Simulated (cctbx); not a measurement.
# LaPrSb5PPb2: as given, inverted or twinned?

Space group Pna2_1 (no. 33), a = 6.6610 Å, b = 29.0380 Å, c = 6.4940 Å, α = 90.00°, β = 90.00°, γ = 90.00°.

| atom | mult. | x | y | z | Ueq (Å²) |
| --- | --- | --- | --- | --- | --- |
| Pb1 | 4 | 0.6238 | 0.2081 | 0.8400 | 0.0038 |
| Pb2 | 4 | 0.9400 | 0.2080 | 0.3384 | 0.0043 |
| Pr1 | 4 | 0.0272 | 0.0897 | 0.7524 | 0.0038 |
| La1 | 4 | 0.5301 | 0.0982 | 0.2642 | 0.0040 |
| Sb1 | 4 | 0.9810 | 0.2118 | 0.7237 | 0.0039 |
| Sb2 | 4 | 0.5762 | 0.2166 | 0.2246 | 0.0039 |
| Sb3 | 4 | 0.0430 | 0.1263 | 0.2524 | 0.0039 |
| Sb4 | 4 | 0.5193 | 0.1306 | 0.7615 | 0.0046 |
| Sb5 | 4 | 0.3206 | 0.0030 | 0.4619 | 0.0064 |
| P1 | 4 | 0.6828 | 0.9974 | 0.5611 | 0.0073 |

The model is made up (kin elements in a known structure type, no relaxation), so it says nothing on whether the phase exists.

Data sets are simulated with cctbx and refined with Bijvoet mates kept apart; Flack x is then fitted as the share of an inverted twin with the atoms fixed, Hooft y from the Bijvoet differences. The group is acentric but holds improper operations, so there is an absolute structure (orientation) and no hand.

Untwinned crystal. What Flack and Hooft values should come out?

| λ (Å) | extinction (unmodelled) | d min (Å) | top counts | error (%) | model | R1 | Flack x | s.u. | Hooft y | s.u. | pairs |
| --- | --- | --- | --- | --- | --- | --- | --- | --- | --- | --- | --- |
| 0.71073 | 0 | 0.77 | 70000 | 3 | as given | 0.0113 | -0.001 | 0.003 | -0.003 | 0.003 | 1320 |
| 0.71073 | 0 | 0.77 | 70000 | 3 | inverted | 0.0817 | 0.990 | 0.005 | 1.043 | 0.003 | 1320 |
| 1.54184 | 0 | 0.83 | 40000 | 1.5 | as given | 0.0094 | 0.003 | 0.004 | 0.001 | 0.004 | 1031 |

With Mo Kα, x is within 3 s.u. of 0, so the absolute structure is right. With Cu Kα, x is within 3 s.u. of 0, so the absolute structure is right. Inverting the model turns x into about 1 − x.

A further crystal gives:

| λ (Å) | extinction (unmodelled) | d min (Å) | top counts | error (%) | model | R1 | Flack x | s.u. | Hooft y | s.u. | pairs |
| --- | --- | --- | --- | --- | --- | --- | --- | --- | --- | --- | --- |
| 0.56087 | 0.3 | 0.8 | 70000 | 2 | as given | 0.0130 | 0.153 | 0.004 | 0.154 | 0.003 | 1166 |

**Question.** What is it?

It was simulated as an inversion twin with a fraction 0.15 of the inverted domain. Flack x is over 3 s.u. from both 0 and 1 and reads that fraction.
